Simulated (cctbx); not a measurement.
**EuZn14Bi with cctbx, script by script**

Library: cctbx 2025.11. The data are simulated by the first script.

## 1. Simulate the data

run.py:

```python
from cctbx import adptbx, crystal, miller, sgtbx, xray
from cctbx.array_family import flex
from iotbx.shelx import hklf
from scitbx import matrix
import scitbx.random

cs = crystal.symmetry(unit_cell=(5.882, 5.882, 9.392, 90, 90, 120), space_group_symbol='Hall: P -6 2')  # P-6m2
atoms = [  # label, site, U (iso, or U11 U22 U33 U12 U13 U23 in A^2), occupancy
    ("Bi1", (0, 0, 0.5), (0.0157, 0.0157, 0.0159, 0.0079, 0.0000, 0.0000), 1),
    ("Eu1", (0, 0, 0), (0.0141, 0.0141, 0.0109, 0.0071, 0.0000, 0.0000), 1),
    ("Zn1", (2/3, 1/3, 0.7536), (0.0219, 0.0219, 0.0209, 0.0109, 0.0000, 0.0000), 1),
    ("Zn2", (0.653, 0.8265, 0.7483), (0.0173, 0.0144, 0.0196, 0.0087, -0.0019, -0.0010), 1),
    ("Zn3", (0.501, 0.499, 0.5), (0.0256, 0.0256, 0.0270, 0.0144, 0.0000, 0.0000), 1),
    ("Zn4", (0.4965, 0.5035, 0), (0.0164, 0.0164, 0.0145, 0.0092, 0.0000, 0.0000), 1),
]
xs = xray.structure(crystal_symmetry=cs)
for label, site, u, occ in atoms:
    u = adptbx.u_cif_as_u_star(cs.unit_cell(), u) if isinstance(u, tuple) else u
    xs.add_scatterer(xray.scatterer(label, site=site, u=u, occupancy=occ))
xs.set_inelastic_form_factors(0.7749, "sasaki")
xs.show_summary()
p1 = xs.expand_to_p1()
ms = miller.build_set(p1, anomalous_flag=True, d_min=0.6)
flex.set_random_seed(715303)
scitbx.random.set_random_seed(715303)
ms = ms.select(flex.random_double(ms.size()) < 0.5)
i = ms.structure_factors_from_scatterers(p1, algorithm="direct").f_calc().as_intensity_array().data()
i = i * 40000 / flex.max(i)
sig = flex.sqrt(i + flex.pow2(0.04 * i) + 2 ** 2)
noise = scitbx.random.variate(scitbx.random.normal_distribution())(i.size())
data = ms.array(data=i + sig * noise, sigmas=sig).set_observation_type_xray_intensity()
with open("data.hkl", "w") as f:
    data.export_as_shelx_hklf(f)
print("reflections written:", data.size(), " <I/sigma> = %.1f" % flex.mean(data.data() / data.sigmas()))
for h, a, b in list(data.sort("data"))[:12]:
    print("%4d%4d%4d %9.1f %7.1f" % (h + (a, b)))
```

```console
$ python run.py
```

```text
Number of scatterers: 6
At special positions: 6
Unit cell: (5.882, 5.882, 9.392, 90, 90, 120)
Space group: P -6 m 2 (No. 187)
reflections written: 2770  <I/sigma> = 8.3
   0   0   4   39800.0  1612.5
  -2   0  -2   31751.0  1191.0
   0   2   2   31036.2  1191.0
   2   0   2   29512.4  1154.6
   0  -2  -2   29188.4  1154.6
  -2   2  -2   28552.7  1154.6
   2  -2  -2   26668.1  1191.0
   4  -2   0   22977.9   899.8
  -4   2   0   21861.7   899.8
   2  -4   0   21403.4   899.8
   2   2  -4   16648.0   648.5
  -2  -2  -4   16531.9   648.5
```

It took 0.38 s on 1 thread of Arm Neoverse N1 (shared host), peak memory 0.07 GiB.

## 2. Symmetry

run.py:

```python
from cctbx import crystal, sgtbx, statistics
from cctbx.array_family import flex
from iotbx.shelx import hklf

p1 = crystal.symmetry(unit_cell=(5.882, 5.882, 9.392, 90, 90, 120), space_group_symbol="P 1")
raw = hklf.reader(file_name="data.hkl").as_miller_arrays(crystal_symmetry=p1, anomalous=True)[0]
print(raw.size(), "reflections to d = %.3f A" % raw.d_min())
isig = raw.data() / raw.sigmas()
print("centring   violations  <I/sigma> of those")
best = "P"
for c in "ABCIRF":
    a = raw.customized_copy(space_group_info=sgtbx.space_group_info("Hall: %s 1" % c)).sys_absent_flags().data()
    m = flex.mean(isig.select(a))
    print("%5s %10d of %5d %8.1f" % (c, (isig.select(a) > 4).count(True), a.count(True), m))
    if (isig.select(a) > 4).count(True) < 0.01 * a.count(True):
        best = c
raw = raw.select(~raw.customized_copy(space_group_info=sgtbx.space_group_info("Hall: %s 1" % best)).sys_absent_flags().data())
isig = raw.data() / raw.sigmas()
rows = []
for s in sgtbx.space_group_symbol_iterator():
    g = sgtbx.space_group(s)
    if g.conventional_centring_type_symbol() != best or not g.is_compatible_unit_cell(p1.unit_cell(), 1e-3, 0.02):
        continue
    rows.append((s, g))
print("Laue class    unique    Rint  (classes that these axes allow; Friedel mates merged)")
rint = {}
for s, g in rows:
    laue = g.build_derived_patterson_group()
    key = laue.type().hall_symbol()
    if key not in rint:
        m = raw.customized_copy(space_group_info=laue.info(), anomalous_flag=False).merge_equivalents()
        rint[key] = m.r_int()
        print("%-14s %6d %7.3f" % (laue.type().lookup_symbol(), m.array().size(), m.r_int()))
floor = min(rint.values())
good = [(s, g) for s, g in rows if rint[g.build_derived_patterson_group().type().hall_symbol()] < 2 * floor + 0.03]
top = max(g.build_derived_patterson_group().order_z() for s, g in good)
print("space group    extra absences  I>4sigma  <I/sigma>")
for s, g in good:
    laue = g.build_derived_patterson_group()
    if laue.order_z() != top:
        continue
    a = raw.customized_copy(space_group_info=g.info()).sys_absent_flags().data()
    a &= ~raw.customized_copy(space_group_info=laue.info()).sys_absent_flags().data()
    bad = (isig.select(a) > 4).count(True)
    if bad <= 0.03 * a.count(True):
        print("%-16s %8d %10d %9s  %s" % (s.universal_hermann_mauguin(), a.count(True), bad, "%.1f" % flex.mean(isig.select(a)) if a.count(True) else "-", "centric" if g.is_centric() else "acentric"))
laue = max(good, key=lambda t: t[1].build_derived_patterson_group().order_z())[1].build_derived_patterson_group()
f = raw.customized_copy(space_group_info=laue.info(), anomalous_flag=False).merge_equivalents().array().eliminate_sys_absent().f_sq_as_f()
f.set_observation_type_xray_amplitude()
bins = max(3, min(8, f.size() // 12))
f.setup_binner(n_bins=bins)
w = statistics.wilson_plot(f, {e: n / laue.order_z() for e, n in {'Bi': 1.0, 'Eu': 1.0, 'Zn': 14.0}.items()}, e_statistics=True)
print("Wilson B = %.2f A^2   <|E^2-1|> = %.3f (0.968 centric, 0.736 acentric)   E^2>4: %.1f %%" % (w.wilson_b, w.mean_e_sq_minus_1, w.percent_e_sq_gt_2))
print("shell (A)         n   <I/sigma>")
m = raw.customized_copy(space_group_info=laue.info(), anomalous_flag=False).merge_equivalents().array().eliminate_sys_absent()
for b in m.setup_binner(n_bins=bins).range_used():
    sel = m.binner().selection(b)
    print("%5.2f - %4.2f %6d %8.1f" % (min(m.binner().bin_d_range(b)[0] if m.binner().bin_d_range(b)[0] > 0 else 99, 99), m.binner().bin_d_range(b)[1], sel.count(True), flex.mean((m.data() / m.sigmas()).select(sel))))
```

```console
$ python run.py
```

```text
2770 reflections to d = 0.601 A
centring   violations  <I/sigma> of those
    A        776 of  1367      7.3
    B        790 of  1390      7.3
    C        844 of  1361      7.5
    I        783 of  1383      7.2
    R       1129 of  1888      8.4
    F       1205 of  2059      7.4
Laue class    unique    Rint  (classes that these axes allow; Friedel mates merged)
P -1             2084   0.043
P 1 1 2/m        1334   0.043
P -3              894   0.046
P -3 1 m          518   0.048
P -3 m 1          557   0.048
P 6/m             484   0.048
P 6/m m m         327   0.048
space group    extra absences  I>4sigma  <I/sigma>
P 6 2 2                 0          0         -  acentric
P 6 m m                 0          0         -  acentric
P -6 m 2                0          0         -  acentric
P -6 2 m                0          0         -  acentric
P 6/m m m               0          0         -  centric
Wilson B = 1.26 A^2   <|E^2-1|> = 1.087 (0.968 centric, 0.736 acentric)   E^2>4: 6.1 %
shell (A)         n   <I/sigma>
 5.09 - 1.20     55     24.1
 1.20 - 0.95     45     20.0
 0.95 - 0.83     38     24.1
 0.83 - 0.76     37     19.7
 0.76 - 0.70     42     16.0
 0.70 - 0.66     34     21.7
 0.66 - 0.63     39     15.3
 0.63 - 0.60     37     15.1
```

Time: 0.44 s.

## 3. Charge flipping

run.py:

```python
import itertools
from cctbx import crystal, maptbx
from cctbx.array_family import flex
from iotbx.shelx import hklf
from smtbx.ab_initio import charge_flipping as cf

cs = crystal.symmetry(unit_cell=(5.882, 5.882, 9.392, 90, 90, 120), space_group_symbol='Hall: P -6 2')  # P-6m2
raw = hklf.reader(file_name="data.hkl").as_miller_arrays(crystal_symmetry=cs, anomalous=True)[0]
merged = raw.eliminate_sys_absent().merge_equivalents()
fo2 = merged.array().set_observation_type_xray_intensity()
f = fo2.average_bijvoet_mates().f_sq_as_f().resolution_filter(d_min=0.8)
p1 = f.expand_to_p1()
p1.setup_binner_counting_sorted(reflections_per_bin=max(40, p1.size() // 12))
work = p1.array(data=p1.data() / p1.amplitude_quasi_normalisations().data())
flex.set_random_seed(29768)
it = cf.weak_reflection_improved_iterator(delta=None, weak_reflection_fraction=0.2)
it.start(work, phases=flex.random_double(p1.size()) * 6.2832, f_000=0)
it.delta = 1.2 * it.rho_map.sigma()
print("cycle      R  skewness")
for n, st in enumerate(itertools.islice(it, 150)):
    if n % 12 == 0:
        print("%5d %6.3f %8.2f" % (n, st.r1_factor(), st.rho_map.skewness()))
rho = p1.phase_transfer(it.f_calc).fft_map().apply_volume_scaling()
polish = cf.low_density_elimination_iterator(constant_rho_c=rho.sigma())
polish.start(f_obs=p1, phases=it.f_calc, f_000=0)
for _ in range(8):
    next(polish)
print("origin shift          correlation  skewness")
maps = []
for fc, shift, cc in itertools.islice(cf.f_calc_symmetrisations(f, polish.f_calc, 0), 4):
    m = f.phase_transfer(fc).fft_map(symmetry_flags=maptbx.use_space_group_symmetry, resolution_factor=0.25).apply_sigma_scaling()
    maps.append((m.skewness(), cc, m))
    print("%6.3f %6.3f %6.3f %10.3f %9.2f" % (tuple(shift) + (cc, m.skewness())))
skew, cc, m = max((t for t in maps if t[1] > maps[0][1] - 0.04), key=lambda t: t[0])
print("taken: symmetry correlation %.3f, skewness %.2f" % (cc, skew))
peaks = m.peak_search(parameters=maptbx.peak_search_parameters(min_distance_sym_equiv=0.9, max_clusters=11)).all()
sps = cs.special_position_settings(min_distance_sym_equiv=0.5)
print("peak      x       y       z  mult  height/sigma")
for k, (x, h) in enumerate(zip(peaks.sites(), peaks.heights())):
    ss = sps.site_symmetry(x)
    print("Q%-3d %7.4f %7.4f %7.4f %4d %8.1f" % ((k + 1,) + tuple(t % 1 for t in ss.exact_site()) + (ss.multiplicity(), h)))
```

```console
$ python run.py
```

```text
cycle      R  skewness
    0  0.477     0.26
   12  0.437     2.56
   24  0.422     2.25
   36  0.422     2.16
   48  0.418     2.22
   60  0.424     2.24
   72  0.416     2.20
   84  0.429     2.19
   96  0.423     2.27
  108  0.420     2.47
  120  0.419     2.28
  132  0.449     2.37
  144  0.430     2.23
origin shift          correlation  skewness
 0.069  0.245  0.404      0.997      6.24
 0.069  0.245  0.154      0.997      6.24
 0.069  0.745  0.154      0.996      6.09
 0.069  0.745  0.404      0.996      6.08
taken: symmetry correlation 0.997, skewness 6.24
peak      x       y       z  mult  height/sigma
Q1    0.6667  0.3333  0.2504    2     14.7
Q2    0.3322  0.1661  0.5000    3     13.6
Q3    0.3351  0.1675  0.0000    3     13.3
Q4    0.1774  0.3549  0.2498    6      7.1
Q5    0.3333  0.6667  0.0000    1      6.6
Q6    0.3333  0.6667  0.5000    1      5.2
Q7    0.0000  0.0000  0.3263    2      1.6
Q8    0.0453  0.4280  0.2508   12      1.3
Q9    0.0012  0.5006  0.1459    6      1.2
Q10   0.9729  0.4063  0.5000    6      1.1
Q11   0.9791  0.3991  0.0000    6      1.1
```

Time: 0.52 s.

## 4. Refinement (model from the peaks)

run.py:

```python
import math
from cctbx import adptbx, crystal, maptbx, sgtbx, xray
from cctbx.array_family import flex
from cctbx.xray import observations
from iotbx.shelx import hklf
from scitbx.lstbx import normal_eqns_solving
from smtbx import absolute_structure, utils
from smtbx.refinement import constraints, least_squares

cs = crystal.symmetry(unit_cell=(5.882, 5.882, 9.392, 90, 90, 120), space_group_symbol='Hall: P -6 2')  # P-6m2
atoms = [  # label, site, U (iso, or U11 U22 U33 U12 U13 U23 in A^2), occupancy
    ("Zn1", (0.6667, 0.3333, 0.2504), 0.0200, 1),
    ("Zn2", (0.3322, 0.1661, 0.5), 0.0200, 1),
    ("Zn3", (0.3351, 0.1675, 0), 0.0200, 1),
    ("Zn4", (0.1774, 0.3549, 0.2498), 0.0200, 1),
]
xs = xray.structure(crystal_symmetry=cs)
for label, site, u, occ in atoms:
    u = adptbx.u_cif_as_u_star(cs.unit_cell(), u) if isinstance(u, tuple) else u
    xs.add_scatterer(xray.scatterer(label, site=site, u=u, occupancy=occ))
xs.set_inelastic_form_factors(0.7749, "sasaki")
raw = hklf.reader(file_name="data.hkl").as_miller_arrays(crystal_symmetry=cs, anomalous=True)[0]
merged = raw.eliminate_sys_absent().merge_equivalents()
fo2 = merged.array().set_observation_type_xray_intensity()
print("Rint %.3f, %d unique reflections to %.2f A" % (merged.r_int(), fo2.size(), fo2.d_min()))
for sc in xs.scatterers():
    sc.flags.set_grad_site(True)
    sc.flags.set_grad_u_aniso(sc.flags.use_u_aniso())
    sc.flags.set_grad_u_iso(sc.flags.use_u_iso())
obs = fo2.as_xray_observations()
extra = {}
rep = constraints.reparametrisation(xs, [], utils.connectivity_table(xs), **extra)
ls = least_squares.crystallographic_ls(obs, rep, weighting_scheme=least_squares.mainstream_shelx_weighting(a=0, b=0))
print("cycle     R1     wR2    GooF  max shift (A)")
for cycle in range(6):
    ls.build_up()
    r1, wr2, goof = ls.r1_factor(cutoff_factor=2)[0], ls.wR2(), ls.goof()
    old = xs.sites_cart()
    normal_eqns_solving.levenberg_marquardt_iterations(ls, n_max_iterations=3, tau=0.0001, step_threshold=1e-7)
    big = flex.max((xs.sites_cart() - old).norms())
    print("%4d %7.4f %7.4f %7.3f %9.5f" % (cycle + 1, r1, wr2, goof, big))
    ls.build_up(objective_only=True)
    if abs(ls.wR2() - wr2) < 5e-5 and big < 5e-4:
        break
ls.build_up()
print("final R1 %.4f wR2 %.4f GooF %.3f  parameters %d  data/parameter %.1f" % (ls.r1_factor(cutoff_factor=2)[0], ls.wR2(), ls.goof(), ls.n_parameters, fo2.size() / ls.n_parameters))
cov = ls.covariance_matrix_and_annotations()
su = dict(zip(cov.annotations, (math.sqrt(max(v, 0)) for v in cov.matrix.matrix_packed_u_diagonal())))
a2 = cs.unit_cell().reciprocal_parameters()[0] ** -2
print("atom        x        y        z      Ueq    occ   su(xyz)  su(Uiso or U11)")
for sc in xs.scatterers():
    s = max(su.get(sc.label + k, 0) for k in (".x", ".y", ".z"))
    npd = "" if sc.is_positive_definite_u(cs.unit_cell()) else "  NPD"
    print("%-5s %8.5f %8.5f %8.5f %8.4f %6.3f %8.5f %7.4f%s" % ((sc.label,) + sc.site + (sc.u_iso_or_equiv(cs.unit_cell()), sc.occupancy, s, su.get(sc.label + ".uiso", su.get(sc.label + ".u11", 0) * a2), npd)))
fo = fo2.f_sq_as_f()
fc = fo.structure_factors_from_scatterers(xs, algorithm="direct").f_calc()
diff = fo.f_obs_minus_f_calc(1 / math.sqrt(ls.scale_factor()), fc).average_bijvoet_mates()
m = diff.fft_map(symmetry_flags=maptbx.use_space_group_symmetry, resolution_factor=0.25).apply_volume_scaling()
print("difference map: max %.2f min %.2f rms %.2f" % (m.statistics().max(), m.statistics().min(), m.statistics().sigma()))
peaks = m.peak_search(parameters=maptbx.peak_search_parameters(min_distance_sym_equiv=0.6, max_clusters=7)).all()
near = xs.closest_distances(peaks.sites(), distance_cutoff=4)
sps = cs.special_position_settings(min_distance_sym_equiv=0.5)
for k, (x, h) in enumerate(zip(peaks.sites(), peaks.heights())):
    ss = sps.site_symmetry(x)
    print("Q%-3d %7.4f %7.4f %7.4f %4d %7.2f  %.2f A from %s" % ((k + 1,) + tuple(t % 1 for t in ss.exact_site()) + (ss.multiplicity(), h, near.smallest_distances[k], xs.scatterers()[near.i_seqs[k]].label)))
```

```console
$ python run.py
```

```text
Rint 0.038, 582 unique reflections to 0.60 A
cycle     R1     wR2    GooF  max shift (A)
   1  0.2080  0.3988   8.816   0.00000
final R1 0.2080 wR2 0.3988 GooF 8.816  parameters 9  data/parameter 64.7
atom        x        y        z      Ueq    occ   su(xyz)  su(Uiso or U11)
Zn1    0.66667  0.33333  0.25040   0.0200  1.000  0.00470  0.0017
Zn2    0.33220  0.16610  0.50000   0.0200  1.000  0.00206  0.0114
Zn3    0.33510  0.16755  0.00000   0.0200  1.000  0.00204  0.0114
Zn4    0.17745  0.35490  0.24980   0.0200  1.000  0.00342  0.0009
difference map: max 9.61 min -17.25 rms 1.36
Q1    0.3333  0.6667  0.4504    2   10.06  2.46 A from Zn4
Q2    0.1697  0.3394  0.2311    6    9.00  0.19 A from Zn4
Q3    0.3748  0.1874  0.0000    3    7.70  0.20 A from Zn3
Q4    0.3140  0.1570  0.5000    3    7.08  0.09 A from Zn2
Q5    0.3333  0.6667  0.2462    2    6.80  1.59 A from Zn4
Q6    0.3333  0.6667  0.0485    2    6.45  2.47 A from Zn4
Q7    0.5150  0.0299  0.2452    6    6.39  1.55 A from Zn1
```

Time: 0.52 s.

Figures of merit this high mean that the model is still wrong or incomplete.

## 5. Charge flipping

run.py, as its changes from the last script of this kind:

```diff
@@ -13,3 +13,2 @@
-p1.setup_binner_counting_sorted(reflections_per_bin=max(40, p1.size() // 12))
-work = p1.array(data=p1.data() / p1.amplitude_quasi_normalisations().data())
-flex.set_random_seed(29768)
+work = p1
+flex.set_random_seed(29769)
@@ -20,2 +19,2 @@
-for n, st in enumerate(itertools.islice(it, 150)):
-    if n % 12 == 0:
+for n, st in enumerate(itertools.islice(it, 300)):
+    if n % 25 == 0:
```

```console
$ python run.py
```

```text
cycle      R  skewness
    0  0.514     0.61
   25  0.228     3.58
   50  0.208     3.52
   75  0.220     3.50
  100  0.221     3.36
  125  0.220     3.41
  150  0.207     3.32
  175  0.209     3.26
  200  0.225     3.26
  225  0.207     3.23
  250  0.227     3.24
  275  0.223     3.23
origin shift          correlation  skewness
 0.121  0.640  0.115      0.925      3.06
 0.121  0.640  0.365      0.925      3.06
 0.288  0.973  0.365      0.925      3.55
 0.288  0.973  0.115      0.925      3.54
taken: symmetry correlation 0.925, skewness 3.55
peak      x       y       z  mult  height/sigma
Q1    0.1672  0.3345  0.0000    3     12.1
Q2    0.1675  0.3351  0.5000    3     11.5
Q3    0.3333  0.6667  0.2493    2      7.2
Q4    0.3290  0.1645  0.2490    6      6.9
Q5    0.6667  0.3333  0.5000    1      6.5
Q6    0.6667  0.3333  0.0000    1      5.5
Q7    0.3333  0.6667  0.3889    2      4.6
Q8    0.3333  0.6667  0.1095    2      4.3
Q9    0.3583  0.1791  0.3972    6      2.8
Q10   0.3605  0.1802  0.1050    6      2.6
Q11   0.6667  0.3333  0.3769    2      2.0
```

Time: 0.62 s.

## 6. Refinement (model from the peaks)

run.py, as its changes from the last script of this kind:

```diff
@@ -12,4 +12,4 @@
-    ("Zn1", (0.6667, 0.3333, 0.2504), 0.0200, 1),
-    ("Zn2", (0.3322, 0.1661, 0.5), 0.0200, 1),
-    ("Zn3", (0.3351, 0.1675, 0), 0.0200, 1),
-    ("Zn4", (0.1774, 0.3549, 0.2498), 0.0200, 1),
+    ("Zn1", (0.1672, 0.3345, 0), 0.0200, 1),
+    ("Zn2", (0.1675, 0.3351, 0.5), 0.0200, 1),
+    ("Zn3", (0.3333, 0.6667, 0.2493), 0.0200, 1),
+    ("Zn4", (0.329, 0.1645, 0.249), 0.0200, 1),
```

```console
$ python run.py
```

```text
Rint 0.038, 582 unique reflections to 0.60 A
cycle     R1     wR2    GooF  max shift (A)
   1  0.2454  0.4949  10.940   0.00000
final R1 0.2454 wR2 0.4949 GooF 10.940  parameters 9  data/parameter 64.7
atom        x        y        z      Ueq    occ   su(xyz)  su(Uiso or U11)
Zn1    0.16725  0.33450  0.00000   0.0200  1.000  0.01123  0.0017
Zn2    0.16755  0.33510  0.50000   0.0200  1.000  0.01130  0.0017
Zn3    0.33333  0.66667  0.24930   0.0200  1.000  0.00729  0.0021
Zn4    0.32900  0.16450  0.24900   0.0200  1.000  0.00245  0.0012
difference map: max 13.57 min -45.94 rms 1.69
Q1    0.1819  0.3638  0.5000    3   14.61  0.15 A from Zn2
Q2    0.5244  0.0489  0.2501    6   12.63  1.60 A from Zn4
Q3    0.1499  0.2997  0.0000    3    9.76  0.18 A from Zn1
Q4    0.0000  0.0000  0.2549    2    8.18  1.68 A from Zn4
Q5    0.6667  0.3333  0.4390    2    7.78  2.48 A from Zn4
Q6    0.6188  0.2376  0.0000    3    6.83  2.53 A from Zn1
Q7    0.3333  0.6667  0.2734    2    6.53  0.23 A from Zn3
```

It took 0.54 s on 1 thread of Arm Neoverse N1, with other jobs on the host, peak memory 0.09 GiB.

Figures of merit this high mean that the model is still wrong or incomplete.

[Logs are printed without paths, hosts, clocks, repeated set-up lines and the standing remarks that a program may print on its own settings, such as how far it seeks lower states.]
